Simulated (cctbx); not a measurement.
# Sm2Fe12Co3Rh2C with cctbx, script by script

Library: cctbx 2025.11. The data are simulated by the first script.

## 1. Simulate the data

run.py:

```python
from cctbx import adptbx, crystal, miller, sgtbx, xray
from cctbx.array_family import flex
from iotbx.shelx import hklf
from scitbx import matrix
import scitbx.random

cs = crystal.symmetry(unit_cell=(9.942, 8.392, 6.341, 90, 99.94, 90), space_group_symbol='Hall: -C 2y')  # C2/m
atoms = [  # label, site, U (iso, or U11 U22 U33 U12 U13 U23 in A^2), occupancy
    ("Sm1", (0.3361, 0, 0.6329), (0.0256, 0.0252, 0.0245, 0.0000, 0.0062, 0.0000), 1),
    ("Rh1", (0.1014, 0, 0.8953), (0.0184, 0.0233, 0.0164, 0.0000, 0.0026, 0.0000), 1),
    ("Co1", (0.25, 0.25, 0), (0.0248, 0.0295, 0.0278, 0.0026, 0.0064, 0.0052), 1),
    ("Co2", (0, 0, 0.5), (0.0255, 0.0285, 0.0252, 0.0000, 0.0037, 0.0000), 1),
    ("Fe1", (0.5, 0.2078, 0), (0.0317, 0.0285, 0.0315, 0.0000, 0.0061, 0.0000), 1),
    ("Fe2", (0.3553, 0.6473, 0.695), (0.0289, 0.0285, 0.0287, -0.0014, 0.0047, 0.0002), 1),
    ("Fe3", (0.4062, 0.7422, 0.3436), (0.0215, 0.0198, 0.0196, -0.0005, 0.0029, -0.0004), 1),
    ("Fe4", (0.6576, 0, 0.8584), (0.0222, 0.0285, 0.0229, 0.0000, 0.0043, 0.0000), 1),
    ("C1", (0.5, 0, 0), (0.0429, 0.0406, 0.0440, 0.0000, 0.0109, 0.0000), 1),
]
xs = xray.structure(crystal_symmetry=cs)
for label, site, u, occ in atoms:
    u = adptbx.u_cif_as_u_star(cs.unit_cell(), u) if isinstance(u, tuple) else u
    xs.add_scatterer(xray.scatterer(label, site=site, u=u, occupancy=occ))
xs.set_inelastic_form_factors(0.4959, "sasaki")
xs.show_summary()
p1 = xs.expand_to_p1()
ms = miller.build_set(p1, anomalous_flag=True, d_min=0.77)
flex.set_random_seed(126724)
scitbx.random.set_random_seed(126724)
ms = ms.select(flex.random_double(ms.size()) < 0.5)
i = ms.structure_factors_from_scatterers(p1, algorithm="direct").f_calc().as_intensity_array().data()
i = i * 20000 / flex.max(i)
sig = flex.sqrt(i + flex.pow2(0.06 * i) + 8 ** 2)
noise = scitbx.random.variate(scitbx.random.normal_distribution())(i.size())
data = ms.array(data=i + sig * noise, sigmas=sig).set_observation_type_xray_intensity()
with open("data.hkl", "w") as f:
    data.export_as_shelx_hklf(f)
print("reflections written:", data.size(), " <I/sigma> = %.1f" % flex.mean(data.data() / data.sigmas()))
for h, a, b in list(data.sort("data"))[:12]:
    print("%4d%4d%4d %9.1f %7.1f" % (h + (a, b)))
```

```console
$ python run.py
```

```text
Number of scatterers: 9
At special positions: 7
Unit cell: (9.942, 8.392, 6.341, 90, 99.94, 90)
Space group: C 1 2/m 1 (No. 12)
reflections written: 2410  <I/sigma> = 5.0
   0  -4   0   18462.3  1208.3
   3  -3   0   12875.4   708.1
   4   0   1   12590.4   754.7
  -3   3   0   12504.8   708.1
  -3  -3   0   12202.8   708.1
   4   0   4   12083.0   720.6
  -2  -6  -2   11558.8   711.8
  -2   0  -2   11071.4   648.2
  -4   0  -1   11070.3   754.7
   1   3  -2   10963.2   614.1
   0   0   3   10844.8   666.5
  -1  -3   2   10677.9   614.1
```

Run time: 0.4 s on 1 thread of Arm Neoverse N1, on a shared host, peak memory 0.07 GiB.

## 2. Refinement (right model, isotropic)

run.py:

```python
import math
from cctbx import adptbx, crystal, maptbx, sgtbx, xray
from cctbx.array_family import flex
from cctbx.xray import observations
from iotbx.shelx import hklf
from scitbx.lstbx import normal_eqns_solving
from smtbx import absolute_structure, utils
from smtbx.refinement import constraints, least_squares

cs = crystal.symmetry(unit_cell=(9.942, 8.392, 6.341, 90, 99.94, 90), space_group_symbol='Hall: -C 2y')  # C2/m
atoms = [  # label, site, U (iso, or U11 U22 U33 U12 U13 U23 in A^2), occupancy
    ("Sm1", (0.3351, 0, 0.6335), 0.0200, 1),
    ("Rh1", (0.0944, 0, 0.8941), 0.0200, 1),
    ("Co1", (0.25, 0.25, 0), 0.0200, 1),
    ("Co2", (0, 0, 0.5), 0.0200, 1),
    ("Fe1", (0.5, 0.2004, 0), 0.0200, 1),
    ("Fe2", (0.3536, 0.6475, 0.6905), 0.0200, 1),
    ("Fe3", (0.4111, 0.7364, 0.3476), 0.0200, 1),
    ("Fe4", (0.6511, 0, 0.8549), 0.0200, 1),
    ("C1", (0.5, 0, 0), 0.0200, 1),
]
xs = xray.structure(crystal_symmetry=cs)
for label, site, u, occ in atoms:
    u = adptbx.u_cif_as_u_star(cs.unit_cell(), u) if isinstance(u, tuple) else u
    xs.add_scatterer(xray.scatterer(label, site=site, u=u, occupancy=occ))
xs.set_inelastic_form_factors(0.4959, "sasaki")
raw = hklf.reader(file_name="data.hkl").as_miller_arrays(crystal_symmetry=cs, anomalous=True)[0]
merged = raw.eliminate_sys_absent().merge_equivalents()
fo2 = merged.array().set_observation_type_xray_intensity()
print("Rint %.3f, %d unique reflections to %.2f A" % (merged.r_int(), fo2.size(), fo2.d_min()))
for sc in xs.scatterers():
    sc.flags.set_grad_site(True)
    sc.flags.set_grad_u_aniso(sc.flags.use_u_aniso())
    sc.flags.set_grad_u_iso(sc.flags.use_u_iso())
obs = fo2.as_xray_observations()
extra = {}
rep = constraints.reparametrisation(xs, [], utils.connectivity_table(xs), **extra)
ls = least_squares.crystallographic_ls(obs, rep, weighting_scheme=least_squares.mainstream_shelx_weighting(a=0, b=0))
print("cycle     R1     wR2    GooF  max shift (A)")
for cycle in range(8):
    ls.build_up()
    r1, wr2, goof = ls.r1_factor(cutoff_factor=2)[0], ls.wR2(), ls.goof()
    old = xs.sites_cart()
    normal_eqns_solving.levenberg_marquardt_iterations(ls, n_max_iterations=3, tau=1e-06, step_threshold=1e-7)
    big = flex.max((xs.sites_cart() - old).norms())
    print("%4d %7.4f %7.4f %7.3f %9.5f" % (cycle + 1, r1, wr2, goof, big))
    ls.build_up(objective_only=True)
    if abs(ls.wR2() - wr2) < 5e-5 and big < 5e-4:
        break
ls.build_up()
print("final R1 %.4f wR2 %.4f GooF %.3f  parameters %d  data/parameter %.1f" % (ls.r1_factor(cutoff_factor=2)[0], ls.wR2(), ls.goof(), ls.n_parameters, fo2.size() / ls.n_parameters))
cov = ls.covariance_matrix_and_annotations()
su = dict(zip(cov.annotations, (math.sqrt(max(v, 0)) for v in cov.matrix.matrix_packed_u_diagonal())))
a2 = cs.unit_cell().reciprocal_parameters()[0] ** -2
print("atom        x        y        z      Ueq    occ   su(xyz)  su(Uiso or U11)")
for sc in xs.scatterers():
    s = max(su.get(sc.label + k, 0) for k in (".x", ".y", ".z"))
    npd = "" if sc.is_positive_definite_u(cs.unit_cell()) else "  NPD"
    print("%-5s %8.5f %8.5f %8.5f %8.4f %6.3f %8.5f %7.4f%s" % ((sc.label,) + sc.site + (sc.u_iso_or_equiv(cs.unit_cell()), sc.occupancy, s, su.get(sc.label + ".uiso", su.get(sc.label + ".u11", 0) * a2), npd)))
fo = fo2.f_sq_as_f()
fc = fo.structure_factors_from_scatterers(xs, algorithm="direct").f_calc()
diff = fo.f_obs_minus_f_calc(1 / math.sqrt(ls.scale_factor()), fc).average_bijvoet_mates()
m = diff.fft_map(symmetry_flags=maptbx.use_space_group_symmetry, resolution_factor=0.25).apply_volume_scaling()
print("difference map: max %.2f min %.2f rms %.2f" % (m.statistics().max(), m.statistics().min(), m.statistics().sigma()))
peaks = m.peak_search(parameters=maptbx.peak_search_parameters(min_distance_sym_equiv=0.6, max_clusters=6)).all()
near = xs.closest_distances(peaks.sites(), distance_cutoff=4)
sps = cs.special_position_settings(min_distance_sym_equiv=0.5)
for k, (x, h) in enumerate(zip(peaks.sites(), peaks.heights())):
    ss = sps.site_symmetry(x)
    print("Q%-3d %7.4f %7.4f %7.4f %4d %7.2f  %.2f A from %s" % ((k + 1,) + tuple(t % 1 for t in ss.exact_site()) + (ss.multiplicity(), h, near.smallest_distances[k], xs.scatterers()[near.i_seqs[k]].label)))
```

```console
$ python run.py
```

```text
Rint 0.044, 591 unique reflections to 0.77 A
cycle     R1     wR2    GooF  max shift (A)
   1  0.1733  0.4244   6.510   0.06941
   2  0.0325  0.0850   1.304   0.00002
final R1 0.0325 wR2 0.0850 GooF 1.304  parameters 22  data/parameter 26.9
atom        x        y        z      Ueq    occ   su(xyz)  su(Uiso or U11)
Sm1    0.33600  0.00000  0.63278   0.0247  1.000  0.00010  0.0002
Rh1    0.10139  0.00000  0.89543   0.0195  1.000  0.00015  0.0003
Co1    0.25000  0.25000  0.00000   0.0270  1.000  0.00000  0.0004
Co2    0.00000  0.00000  0.50000   0.0256  1.000  0.00000  0.0005
Fe1    0.50000  0.20816  0.00000   0.0305  1.000  0.00026  0.0004
Fe2    0.35531  0.64717  0.69506   0.0291  1.000  0.00024  0.0003
Fe3    0.40625  0.74213  0.34379   0.0200  1.000  0.00019  0.0003
Fe4    0.65779  0.00000  0.85774   0.0251  1.000  0.00029  0.0004
C1     0.50000  0.00000  0.00000   0.0458  1.000  0.00000  0.0055
difference map: max 2.00 min -2.40 rms 0.36
Q1    0.2333  0.2024  0.9474    8    2.11  0.53 A from Co1
Q2    0.1009  0.0594  0.8889    8    1.99  0.50 A from Rh1
Q3    0.1211  0.5000  0.3087    4    1.85  0.52 A from Sm1
Q4    0.2074  0.5000  0.4096    4    1.38  0.47 A from Sm1
Q5    0.1680  0.4353  0.8483    8    1.31  0.56 A from Fe4
Q6    0.0000  0.0000  0.0000    2    1.29  1.30 A from Rh1
```

Time: 0.61 s.

## 3. Refinement (right model, anisotropic)

run.py, as its changes from the last script of this kind:

```diff
@@ -12,9 +12,9 @@
-    ("Sm1", (0.3351, 0, 0.6335), 0.0200, 1),
-    ("Rh1", (0.0944, 0, 0.8941), 0.0200, 1),
-    ("Co1", (0.25, 0.25, 0), 0.0200, 1),
-    ("Co2", (0, 0, 0.5), 0.0200, 1),
-    ("Fe1", (0.5, 0.2004, 0), 0.0200, 1),
-    ("Fe2", (0.3536, 0.6475, 0.6905), 0.0200, 1),
-    ("Fe3", (0.4111, 0.7364, 0.3476), 0.0200, 1),
-    ("Fe4", (0.6511, 0, 0.8549), 0.0200, 1),
-    ("C1", (0.5, 0, 0), 0.0200, 1),
+    ("Sm1", (0.336, 0, 0.63278), 0.0247, 1),
+    ("Rh1", (0.10139, 0, 0.89543), 0.0195, 1),
+    ("Co1", (0.25, 0.25, 0), 0.0270, 1),
+    ("Co2", (0, 0, 0.5), 0.0256, 1),
+    ("Fe1", (0.5, 0.20816, 0), 0.0305, 1),
+    ("Fe2", (0.35531, 0.64717, 0.69506), 0.0291, 1),
+    ("Fe3", (0.40625, 0.74213, 0.34379), 0.0200, 1),
+    ("Fe4", (0.65779, 0, 0.85774), 0.0251, 1),
+    ("C1", (0.5, 0, 0), 0.0458, 1),
@@ -26,0 +27 @@
+xs.convert_to_anisotropic()
```

```console
$ python run.py
```

```text
Rint 0.044, 591 unique reflections to 0.77 A
cycle     R1     wR2    GooF  max shift (A)
   1  0.0325  0.0851   1.344   0.00162
   2  0.0232  0.0581   0.917   0.00000
final R1 0.0232 wR2 0.0581 GooF 0.917  parameters 55  data/parameter 10.7
atom        x        y        z      Ueq    occ   su(xyz)  su(Uiso or U11)
Sm1    0.33602  0.00000  0.63281   0.0247  1.000  0.00007  0.0003
Rh1    0.10136  0.00000  0.89543   0.0195  1.000  0.00010  0.0003
Co1    0.25000  0.25000  0.00000   0.0271  1.000  0.00000  0.0006
Co2    0.00000  0.00000  0.50000   0.0259  1.000  0.00000  0.0008
Fe1    0.50000  0.20806  0.00000   0.0305  1.000  0.00018  0.0007
Fe2    0.35522  0.64728  0.69503   0.0288  1.000  0.00017  0.0005
Fe3    0.40625  0.74225  0.34386   0.0201  1.000  0.00014  0.0004
Fe4    0.65783  0.00000  0.85800   0.0248  1.000  0.00020  0.0006
C1     0.50000  0.00000  0.00000   0.0466  1.000  0.00000  0.0085
difference map: max 1.16 min -1.25 rms 0.28
Q1    0.0000  0.0000  0.0000    2    1.16  1.30 A from Rh1
Q2    0.0000  0.3907  0.0000    4    1.03  0.83 A from Fe1
Q3    0.0000  0.1136  0.5000    4    0.93  0.95 A from Co2
Q4    0.1932  0.3982  0.8716    8    0.89  0.92 A from Fe4
Q5    0.0353  0.1474  0.7021    8    0.88  1.06 A from Fe3
Q6    0.0252  0.1942  0.3024    8    0.85  1.25 A from Fe2
```

Time: 0.58 s.

## 4. Refinement

run.py, as its changes from the last script of this kind:

```diff
@@ -12,9 +12,9 @@
-    ("Sm1", (0.336, 0, 0.63278), 0.0247, 1),
-    ("Rh1", (0.10139, 0, 0.89543), 0.0195, 1),
-    ("Co1", (0.25, 0.25, 0), 0.0270, 1),
-    ("Co2", (0, 0, 0.5), 0.0256, 1),
-    ("Fe1", (0.5, 0.20816, 0), 0.0305, 1),
-    ("Fe2", (0.35531, 0.64717, 0.69506), 0.0291, 1),
-    ("Fe3", (0.40625, 0.74213, 0.34379), 0.0200, 1),
-    ("Fe4", (0.65779, 0, 0.85774), 0.0251, 1),
-    ("C1", (0.5, 0, 0), 0.0458, 1),
+    ("Sm1", (0.3249, 0, 0.5306), 0.0200, 1),
+    ("Rh1", (0.127, 0, 0.827), 0.0200, 1),
+    ("Co1", (0.25, 0.25, 0), 0.0200, 1),
+    ("Co2", (0, 0, 0.5), 0.0200, 1),
+    ("Fe1", (0.5, 0.2439, 0), 0.0200, 1),
+    ("Fe2", (0.3851, 0.6408, 0.7011), 0.0200, 1),
+    ("Fe3", (0.4318, 0.8245, 0.3732), 0.0200, 1),
+    ("Fe4", (0.7232, 0, 0.6518), 0.0200, 1),
+    ("C1", (0.5, 0, 0), 0.0200, 1),
@@ -27 +26,0 @@
-xs.convert_to_anisotropic()
@@ -41 +40 @@
-for cycle in range(8):
+for cycle in range(10):
@@ -45 +44 @@
-    normal_eqns_solving.levenberg_marquardt_iterations(ls, n_max_iterations=3, tau=1e-06, step_threshold=1e-7)
+    normal_eqns_solving.levenberg_marquardt_iterations(ls, n_max_iterations=3, tau=0.0001, step_threshold=1e-7)
```

```console
$ python run.py
```

```text
Rint 0.044, 591 unique reflections to 0.77 A
cycle     R1     wR2    GooF  max shift (A)
   1  0.8263  0.9669  14.831   0.38556
   2  0.7567  0.9328  14.308   0.90293
   3  0.7423  0.9238  14.170   0.48279
   4  0.7210  0.9104  13.965   0.08540
   5  0.7281  0.9164  14.057   0.11892
   6  0.7277  0.9164  14.056   0.17125
   7  0.7266  0.9162  14.053   0.09998
   8  0.7263  0.9167  14.060   0.02488
   9  0.7267  0.9175  14.073   0.06575
  10  0.7182  0.9076  13.922   0.02034
final R1 0.7256 wR2 0.9153 GooF 14.039  parameters 22  data/parameter 26.9
atom        x        y        z      Ueq    occ   su(xyz)  su(Uiso or U11)
Sm1    0.34490  0.00000  0.53930   0.0071  1.000  0.00544  0.0079
Rh1    0.12988  0.00000  0.83241   0.0081  1.000  0.00858  0.0104
Co1    0.25000  0.25000  0.00000   0.0097  1.000  0.00000  0.0170
Co2    0.00000  0.00000  0.50000   0.0125  1.000  0.00000  0.0252
Fe1    0.50000  0.33305  0.00000   0.0083  1.000  0.01033  0.0174
Fe2    0.40634  0.64727  0.69100   0.0001  1.000  0.00857  0.0110
Fe3    0.43302  0.72767  0.30899   0.0155  1.000  0.01098  0.0157
Fe4    0.65478  0.00000  0.64284   0.0201  1.000  0.01867  0.0215
C1     0.50000  0.00000  0.00000   0.2149  1.000  0.00000  2.1705
difference map: max 360.45 min -111.73 rms 32.51
Q1    0.1496  0.5000  0.4561    4  369.28  0.06 A from Sm1
Q2    0.1266  0.0000  0.8250    4  250.23  0.05 A from Rh1
Q3    0.2500  0.2500  0.0000    4  164.68  0.00 A from Co1
Q4    0.1807  0.5000  0.3068    4  145.00  1.05 A from Sm1
Q5    0.0000  0.0000  0.5000    2  142.80  0.00 A from Co2
Q6    0.0651  0.2458  0.7029    8  131.57  0.17 A from Fe3
```

Time: 1.1 s.

This run holds a fault made on purpose: start far from the minimum.

## 5. Refinement

run.py, as its changes from the last script of this kind:

```diff
@@ -12,9 +12,9 @@
-    ("Sm1", (0.3249, 0, 0.5306), 0.0200, 1),
-    ("Rh1", (0.127, 0, 0.827), 0.0200, 1),
-    ("Co1", (0.25, 0.25, 0), 0.0200, 1),
-    ("Co2", (0, 0, 0.5), 0.0200, 1),
-    ("Fe1", (0.5, 0.2439, 0), 0.0200, 1),
-    ("Fe2", (0.3851, 0.6408, 0.7011), 0.0200, 1),
-    ("Fe3", (0.4318, 0.8245, 0.3732), 0.0200, 1),
-    ("Fe4", (0.7232, 0, 0.6518), 0.0200, 1),
-    ("C1", (0.5, 0, 0), 0.0200, 1),
+    ("Sm1", (0.336, 0, 0.63278), 0.0247, 1),
+    ("Rh1", (0.10139, 0, 0.89543), 0.0195, 1),
+    ("Co1", (0.25, 0.25, 0), 0.0270, 1),
+    ("Co2", (0, 0, 0.5), 0.0256, 1),
+    ("Fe1", (0.5, 0.20816, 0), 0.0305, 1),
+    ("Fe2", (0.35531, 0.64717, 0.69506), 0.0291, 1),
+    ("Fe3", (0.40625, 0.74213, 0.34379), 0.0200, 1),
+    ("Fe4", (0.65779, 0, 0.85774), 0.0251, 1),
+    ("C1", (0.5, 0, 0), 0.0458, 1),
@@ -26 +26,2 @@
-xs.set_inelastic_form_factors(0.4959, "sasaki")
+# no anomalous dispersion
+xs.convert_to_anisotropic()
@@ -40 +41 @@
-for cycle in range(10):
+for cycle in range(12):
@@ -44 +45 @@
-    normal_eqns_solving.levenberg_marquardt_iterations(ls, n_max_iterations=3, tau=0.0001, step_threshold=1e-7)
+    normal_eqns_solving.levenberg_marquardt_iterations(ls, n_max_iterations=3, tau=1e-06, step_threshold=1e-7)
```

```console
$ python run.py
```

```text
Rint 0.044, 591 unique reflections to 0.77 A
cycle     R1     wR2    GooF  max shift (A)
   1  0.0447  0.1205   1.904   0.00132
   2  0.0268  0.0659   1.042   0.00000
final R1 0.0268 wR2 0.0659 GooF 1.042  parameters 55  data/parameter 10.7
atom        x        y        z      Ueq    occ   su(xyz)  su(Uiso or U11)
Sm1    0.33602  0.00000  0.63280   0.0252  1.000  0.00008  0.0003
Rh1    0.10135  0.00000  0.89538   0.0224  1.000  0.00011  0.0004
Co1    0.25000  0.25000  0.00000   0.0252  1.000  0.00000  0.0007
Co2    0.00000  0.00000  0.50000   0.0240  1.000  0.00000  0.0010
Fe1    0.50000  0.20813  0.00000   0.0288  1.000  0.00020  0.0008
Fe2    0.35529  0.64721  0.69515   0.0269  1.000  0.00019  0.0006
Fe3    0.40625  0.74225  0.34392   0.0184  1.000  0.00015  0.0005
Fe4    0.65786  0.00000  0.85793   0.0231  1.000  0.00023  0.0007
C1     0.50000  0.00000  0.00000   0.0461  1.000  0.00000  0.0095
difference map: max 1.08 min -1.50 rms 0.32
Q1    0.0000  0.3849  0.0000    4    1.12  0.78 A from Fe1
Q2    0.1281  0.5000  0.9055    4    1.03  0.46 A from Fe4
Q3    0.0000  0.1040  0.5000    4    0.96  0.87 A from Co2
Q4    0.0000  0.0000  0.0000    2    0.95  1.30 A from Rh1
Q5    0.0369  0.3108  0.9503    8    0.90  0.55 A from Fe1
Q6    0.1890  0.4059  0.8679    8    0.86  0.85 A from Fe4
```

Time: 0.65 s.

This run holds a fault made on purpose: anomalous dispersion left out.

## 6. Refinement

run.py, as its changes from the last script of this kind:

```diff
@@ -20,0 +21 @@
+    ("C2", (0.842, 0.544, 0.785), 0.0300, 1),
@@ -26,2 +27 @@
-# no anomalous dispersion
-xs.convert_to_anisotropic()
+xs.set_inelastic_form_factors(0.4959, "sasaki")
```

```console
$ python run.py
```

```text
Rint 0.044, 591 unique reflections to 0.77 A
cycle     R1     wR2    GooF  max shift (A)
   1  0.0589  0.1722   2.651   0.47216
   2  0.0355  0.0991   1.525   0.75685
   3  0.0333  0.0871   1.341   0.25545
   4  0.0333  0.0870   1.339   0.09793
   5  0.0332  0.0870   1.339   0.05824
   6  0.0332  0.0870   1.339   0.01576
   7  0.0332  0.0870   1.339   0.03544
   8  0.0332  0.0870   1.339   0.00706
   9  0.0332  0.0870   1.339   0.02497
  10  0.0332  0.0870   1.339   0.00430
  11  0.0332  0.0870   1.339   0.01928
  12  0.0331  0.0870   1.339   0.00425
final R1 0.0331 wR2 0.0870 GooF 1.339  parameters 26  data/parameter 22.7
atom        x        y        z      Ueq    occ   su(xyz)  su(Uiso or U11)
Sm1    0.33602  0.00000  0.63278   0.0247  1.000  0.00011  0.0002
Rh1    0.10140  0.00000  0.89542   0.0194  1.000  0.00015  0.0003
Co1    0.25000  0.25000  0.00000   0.0270  1.000  0.00000  0.0004
Co2    0.00000  0.00000  0.50000   0.0255  1.000  0.00000  0.0005
Fe1    0.50000  0.20817  0.00000   0.0305  1.000  0.00027  0.0005
Fe2    0.35538  0.64713  0.69502   0.0291  1.000  0.00025  0.0003
Fe3    0.40631  0.74213  0.34383   0.0200  1.000  0.00020  0.0003
Fe4    0.65779  0.00000  0.85773   0.0251  1.000  0.00030  0.0004
C1     0.50000  0.00000  0.00000   0.0458  1.000  0.00000  0.0056
C2     0.81139  0.74167  0.77902   1.0000  1.000  0.02721  0.1479
difference map: max 1.99 min -2.43 rms 0.36
Q1    0.2334  0.2023  0.9480    8    2.11  0.53 A from Co1
Q2    0.1009  0.0594  0.8894    8    1.97  0.50 A from Rh1
Q3    0.1205  0.5000  0.3081    4    1.95  0.52 A from Sm1
Q4    0.2068  0.5000  0.4086    4    1.40  0.46 A from Sm1
Q5    0.0000  0.0777  0.5000    4    1.36  0.65 A from Co2
Q6    0.1688  0.4354  0.8499    8    1.32  0.56 A from Fe4
```

Run time: 1.3 s on 1 thread of Arm Neoverse N1 (shared host), peak memory 0.09 GiB.

This run holds a fault made on purpose: spurious atom: C2.

[Logs are printed without paths, hosts, clocks, repeated set-up lines and the standing remarks that a program may print on its own settings, such as how far it seeks lower states.]
